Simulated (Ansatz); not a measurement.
# Lattice dynamics of CsMgF3 (Pm-3m), part 3 of 3

Task: relax CsMgF3 (Pm-3m), then find its harmonic phonons.

Ansatz 0.2.0; DFT PBEsol, scalar-relativistic, plane waves, PAW; PAW set soft_1.

So far. Step 3 (Tight relaxation): The forces vanish by symmetry and the pressure is -0.006 GPa, within the tolerances set. The cell now holds 14.61 Å³/atom. Step 4 (Modes at Γ): Before it was imposed, the acoustic sum rule was missed by 0.0011 eV/Å² and the charge sum rule by 2.8e-5 e. Small misses are needed for a sound result but don't prove that mesh and cutoff are converged. The lowest optical mode is real, 149 cm⁻¹. The relaxed cell has a = 4.181 Å (conventional setting).

### 5. The dispersion (continued)

Tetrahedra on a 16×16×16 mesh, mean over bins of 5 cm-1. Interpolated from a 4×4×4 q mesh. The phonon density of states by wavenumber; read off at these points:

```tsv
wavenumber (cm⁻¹)	phonon density of states (1/cm⁻¹/cell)
2	1.0e-5
18	6.8e-4
32	0.00282
48	0.00722
62	0.0166
78	0.0478
92	0.127
108	0.00515
122	0
138	0
152	0.0327
168	0.0426
182	0.0934
198	0.0881
212	0.0782
222	0.0454
238	0.0578
248	0.0828
252	0.0636
262	0.110
268	0.0631
282	0.0657
298	0.0651
312	0.0245
328	0.0289
342	0.0212
358	0.00826
372	0.0115
388	0.0389
402	0.0147
418	0.00906
432	2.0e-5
```

The partial phonon density of states has structure finer than the step of the table below, so its rows give means over 10 cm⁻¹, whole bins alone (the curve runs from -10 to 452 cm⁻¹). Peaks (cm⁻¹: height): Cs 88.9: 0.116; F 184.9: 0.0694, 211.1: 0.0640, 231.4: 0.0693, 257.6: 0.0727, 330.3: 0.0202, 388.5: 0.0224; Mg 167.4: 0.0109, 260.5: 0.0306, 289.6: 0.0244, 315.8: 0.0171, 391.4: 0.00965.

Phonopy on the run's constants, 13x13x13 mesh, Gaussian sigma 3.3 cm-1. Interpolated from a 4×4×4 q mesh. Table of partial phonon density of states by wavenumber; means over each step; values in 1/cm⁻¹/cell:

```tsv
wavenumber (cm⁻¹)	Cs	F	Mg
0	6.9e-5	3.0e-5	1.5e-5
10	6.8e-5	2.9e-5	1.2e-5
20	7.7e-4	3.1e-4	1.3e-4
30	0.00146	5.3e-4	2.2e-4
40	0.00354	0.00114	4.7e-4
50	0.00622	0.00164	6.8e-4
60	0.0112	0.00236	9.6e-4
70	0.0236	0.00336	0.00141
80	0.0640	0.00445	0.00205
90	0.106	0.00360	0.00209
100	0.0485	0.00137	0.00110
110	0.00575	2.2e-4	1.4e-4
120	1.5e-4	3.4e-6	1.7e-6
130	0	0	0
140	1.8e-4	3.3e-4	1.5e-4
150	0.00382	0.0102	0.00480
160	0.00544	0.0231	0.0101
170	0.00462	0.0312	0.0101
180	0.00395	0.0585	0.00948
190	0.00209	0.0584	0.00776
200	0.00134	0.0578	0.00790
210	0.00115	0.0597	0.00658
220	6.6e-4	0.0503	0.00362
230	6.1e-4	0.0646	0.00346
240	6.8e-4	0.0546	0.00501
250	9.1e-4	0.0641	0.0112
260	6.6e-4	0.0667	0.0269
270	2.6e-4	0.0422	0.0223
280	1.5e-4	0.0363	0.0233
290	1.4e-4	0.0390	0.0231
300	1.6e-4	0.0312	0.0191
310	1.3e-4	0.0119	0.0144
320	1.6e-4	0.0137	0.0150
330	1.5e-4	0.0185	0.0114
340	1.3e-4	0.0150	0.00875
350	8.3e-5	0.00839	0.00469
360	5.8e-5	0.00634	0.00281
370	6.6e-5	0.00772	0.00274
380	1.3e-4	0.0145	0.00644
390	1.7e-4	0.0184	0.00903
400	1.5e-4	0.00788	0.00800
410	1.3e-4	0.00568	0.00690
420	1.1e-4	0.00364	0.00431
430	3.8e-5	0.00114	0.00132
440	0	1.7e-5	1.9e-5
```

Harmonic thermodynamic functions per atom, from the density of states. Interpolated from a 4×4×4 q mesh. Thermodynamic functions, by row:

```tsv
T (K)	F_vib (meV/atom)	S (J/mol-atom/K)	C_V (J/mol-atom/K)
0	41.02	0	0
50	40.72	2.042	4.41
100	38.31	7.523	12.11
200	24.44	18.85	19.95
300	0.21	27.5	22.48
400	-31.87	34.13	23.5
500	-70.08	39.43	24
600	-113.3	43.83	24.28
700	-160.7	47.59	24.45
800	-211.8	50.86	24.57
900	-266	53.76	24.64
1000	-323.1	56.36	24.7
```

Harmonic mean-square displacement, third of the trace. Interpolated from a 4×4×4 q mesh. Mean square displacements, by row:

```tsv
T (K)	Cs1 U_eq (Å²)	Mg2 U_eq (Å²)	F3 U_eq (Å²)	F4 U_eq (Å²)	F5 U_eq (Å²)
0	0.00147	0.00286	0.00399	0.00399	0.00399
100	0.00294	0.00355	0.00481	0.00481	0.00481
300	0.00804	0.00716	0.00977	0.00977	0.00977
600	0.01594	0.01351	0.01852	0.01852	0.01852
```

Symmetry leaves 10 wavevectors to solve. The lowest mode among them, the acoustic zeros apart, lies at q = (0, 0, 0.25) and is real, 58.8 cm⁻¹.

### 6. Another isotope

An isotope changes the mass and not the force constants, so no new electronic calculation is needed; the shifts show which modes move this element.

The same force constants with the mass of Mg changed from 24.305 to 25.983 u (phonopy, no LO-TO term). Both lists are sorted by frequency; levels can cross, so a row need not hold one and the same mode. Modes under 3 cm⁻¹ are left out. Isotope shifts, by row, the first 40 of 57 rows:

```tsv
q	rank	natural mass (cm⁻¹)	changed mass (cm⁻¹)
0 0 0	4	148.7	147.7
0 0 0	5	148.7	147.7
0 0 0	6	148.7	147.7
0 0 0	7	216.1	216.1
0 0 0	8	216.1	216.1
0 0 0	9	216.1	216.1
0 0 0	10	262.6	257.3
0 0 0	11	262.6	257.3
0 0 0	12	262.6	257.3
0 0 0	13	305.4	304.7
0 0 0	14	305.4	304.7
0 0 0	15	305.4	304.7
0 0 0.25	1	58.82	58.68
0 0 0.25	2	58.82	58.68
0 0 0.25	3	82.04	81.92
0 0 0.25	4	150.8	149.4
0 0 0.25	5	150.8	149.4
0 0 0.25	6	186.6	184.1
0 0 0.25	7	220.8	220.8
0 0 0.25	8	220.8	220.8
0 0 0.25	9	222.4	222.4
0 0 0.25	10	260.7	255.8
0 0 0.25	11	260.7	255.8
0 0 0.25	12	302.5	301.6
0 0 0.25	13	302.5	301.6
0 0 0.25	14	304.8	304.8
0 0 0.25	15	422.7	415
0 0 -0.5	1	85.05	85.05
0 0 -0.5	2	85.05	85.05
0 0 -0.5	3	113.8	113.8
0 0 -0.5	4	152.1	150.2
0 0 -0.5	5	152.1	150.2
0 0 -0.5	6	211.3	208.6
0 0 -0.5	7	225.7	225.7
0 0 -0.5	8	225.7	225.7
0 0 -0.5	9	228.4	228.4
0 0 -0.5	10	258.3	253.9
0 0 -0.5	11	258.3	253.9
0 0 -0.5	12	299.6	298.4
0 0 -0.5	13	299.6	298.4
```

A mode of this element alone would shift by -3.28 %. The highest zone-centre frequency without the field goes from 305.4 to 304.7 cm⁻¹ (-0.2 %). The product of the frequency ratios over all optical modes at Γ is 0.915; the product rule, (m/m′)^(3k/2) (M′/M)^(3/2) with k = 1 such atoms and M the mass of the cell, gives 0.915.

### 7. Outcome

- space group after relaxation (within 0.01 Å): Pm-3m
- volume per atom: 14.6 Å³
- gap on the k-mesh: 6.88 eV
- highest optical mode at the zone centre (no LO-TO term): 305 cm⁻¹
- top of the zone-centre spectrum with the field: 430 cm⁻¹
- lowest optical zone-centre mode: 149 cm⁻¹
- mean high-frequency dielectric constant: 2.52
- mean static dielectric constant: 7.51
- largest Born charge (third of the trace): 2.17 e
- lowest mode on the q mesh (acoustic modes at Γ apart): 58.8 cm⁻¹
- highest frequency on the path or at a solved wavevector: 430 cm⁻¹
- zero-point energy per atom: 41.0 meV
- heat capacity at 300 K: 22.5 J/(mol atoms K)
- vibrational entropy at 300 K: 27.5 J/(mol atoms K)
- Debye temperature (second moment): 442 K
- imaginary modes on the 4×4×4 q mesh: none

The structure is a minimum as far as tested: no mode is imaginary at the 10 irreducible wavevectors of the 4×4×4 mesh, and the softest away from the acoustic zeros lies at 59 cm⁻¹. Without the field, the optical modes at Γ span 149 to 305 cm⁻¹. The highest mode in this list at Γ, 305.4 cm⁻¹, is mostly motion of F (92 % of the kinetic energy). With the macroscopic field of the longitudinal modes the top of the zone-centre spectrum lies at 430 cm⁻¹, against 305 cm⁻¹ without it. Lattice motion raises the mean dielectric constant from 2.515 to 7.506. The strongest infrared line is at 263 cm⁻¹. No mode is Raman active to first order. On the path and the mesh, the widest gap between branches runs from 114 to 149 cm⁻¹. Spin-orbit coupling is left out, which can matter for the heavy elements here. The PAW files were made for PBE and serve the other functionals too. These are harmonic frequencies at zero temperature: anharmonic shifts, linewidths and thermal expansion are left out.

[Logs are printed without paths, hosts, clocks, repeated set-up lines and the standing remarks that a program may print on its own settings, such as how far it seeks lower states.]

[Hosts, paths, dates, database ids (printed as entryN), source tags and the programs' standing remarks are cut or masked in the printed files.]
